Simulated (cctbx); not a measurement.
# What is wrong with this refinement?

Cell a = 16.9110 Å, b = 5.7390 Å, c = 10.0510 Å, α = 90.00°, β = 124.61°, γ = 90.00°; space group C2/m (no. 12).

Simulated single-crystal data (cctbx): Mo Kα, λ = 0.71073 Å, to d = 0.77 Å, 80 % of the full sphere, strongest reflection 40000 counts, noise from counting, a 4 % proportional error and a noise floor of 4 counts (s.d.); no absorption.

An isotropic refinement with weights 1/σ² prints:

```text
Rint 0.028, 1007 unique reflections to 0.77 A
cycle     R1     wR2    GooF  max shift (A)
   1  0.7982  0.9491  22.721   1.31137
  10  0.1147  0.2988   7.153   0.09240
final R1 0.1145 wR2 0.2979 GooF 7.133  parameters 34  data/parameter 29.6
atom        x        y        z      Ueq    occ   su(xyz)  su(Uiso or U11)
Nd1    0.83420  0.50000  0.00202   0.0015  1.000  0.00017  0.0006
Nd2    0.00000  0.50000  0.50000   0.0009  1.000  0.00000  0.0007
Nd3    0.00000  0.00000  0.00000   0.0016  1.000  0.00000  0.0007
Mo1    0.08506  0.00000  0.74501   0.0008  1.000  0.00036  0.0008
Mo2    0.75260  0.50000  0.26580   0.0006  1.000  0.00029  0.0007
Mo3    0.91125  0.50000  0.74424   0.0009  1.000  0.00042  0.0008
O1     0.82561  0.17978  0.03865   0.2750  1.000  0.02537  0.0681
O2     0.06391  0.27360  0.98581   0.1882  1.000  0.01678  0.0427
O3     0.64675  0.73591  0.20245   0.0411  1.000  0.00493  0.0062
O4     0.09542  0.00000  0.74736   0.1041  1.000  0.01250  0.0360
O5     0.90352  0.50000  0.73135   0.0842  1.000  0.01113  0.0316
O6     0.00000  0.50000  0.00000   0.2207  1.000  0.00000  0.0928
O7     0.00000  0.00000  0.50000   0.1243  1.000  0.00000  0.0414
difference map: max 20.85 min -4.20 rms 1.74
Q1    0.1696  0.0000  0.9946    4   21.79  1.10 A from O1
Q2    0.1662  0.2662  0.7681    8   20.78  1.88 A from O4
Q3    0.0095  0.2628  0.7672    8   20.51  1.84 A from O2
Q4    0.1543  0.5000  0.4992    4   20.24  1.94 A from O5
Q5    0.0000  0.5000  0.0000    2   19.52  0.00 A from O6
Q6    0.0000  0.0000  0.5000    2   15.87  0.00 A from O7
```

**Question.** Can this result stand? If not, what is the likely fault?

Mend it. The fault: start far from the minimum. Against the right model at the same level, R1 goes from 0.0187 to 0.1145 and GooF from 1.30 to 7.13, O2 takes U = 0.19 Å², O1 takes U = 0.28 Å², U of Mo2 shrinks from 0.0045 to 0.0006 Å², U of Mo1 shrinks from 0.0041 to 0.0008 Å² and the top difference peak, 21.8 e/Å³, lies 1.10 Å from O1. Least squares finds the nearest minimum, not the best. The fit had not settled when the cycles ran out.

The compound is Nd2Mo3O9. The right model at the same level gives:

```text
Rint 0.028, 1007 unique reflections to 0.77 A
cycle     R1     wR2    GooF  max shift (A)
   1  0.4876  0.8144  19.498   0.11765
   3  0.0187  0.0541   1.296   0.00000
final R1 0.0187 wR2 0.0541 GooF 1.296  parameters 34  data/parameter 29.6
atom        x        y        z      Ueq    occ   su(xyz)  su(Uiso or U11)
Nd1    0.83411  0.50000  0.00173   0.0035  1.000  0.00003  0.0001
Nd2    0.00000  0.50000  0.50000   0.0030  1.000  0.00000  0.0001
Nd3    0.00000  0.00000  0.00000   0.0039  1.000  0.00000  0.0001
Mo1    0.08521  0.00000  0.74497   0.0041  1.000  0.00005  0.0001
Mo2    0.75272  0.50000  0.26594   0.0045  1.000  0.00005  0.0001
Mo3    0.91097  0.50000  0.74389   0.0039  1.000  0.00005  0.0001
O1     0.83302  0.26594  0.22934   0.0051  1.000  0.00044  0.0005
O2     0.00926  0.26223  0.76785   0.0061  1.000  0.00043  0.0005
O3     0.65682  0.74110  0.22246   0.0069  1.000  0.00045  0.0005
O4     0.16937  0.00000  0.99356   0.0067  1.000  0.00041  0.0008
O5     0.84604  0.50000  0.50159   0.0069  1.000  0.00041  0.0008
O6     0.00000  0.50000  0.00000   0.0067  1.000  0.00000  0.0010
O7     0.00000  0.00000  0.50000   0.0047  1.000  0.00000  0.0010
difference map: max 2.81 min -1.82 rms 0.21
Q1    0.0068  0.0000  0.0542    4    2.87  0.49 A from Nd3
Q2    0.0082  0.5000  0.4624    4    2.17  0.47 A from Nd2
Q3    0.1191  0.5000  0.3174    4    1.12  0.53 A from Mo3
Q4    0.0621  0.5000  0.1992    4    1.07  0.49 A from Mo3
Q5    0.1124  0.5000  0.1676    4    0.89  1.16 A from Mo3
Q6    0.0266  0.5000  0.3878    4    0.88  1.43 A from Nd2
```

Isotropic U is held between 0.0001 and 1 Å² by the program, and listed peak heights are interpolated, so they can pass the grid's maximum.

The model is made up (kin elements in a known structure type, no relaxation), so it says nothing on whether the phase exists.

[Middle refinement cycles are left out of these outputs.]

[Logs are printed without paths, hosts, clocks, repeated set-up lines and the standing remarks that a program may print on its own settings, such as how far it seeks lower states.]
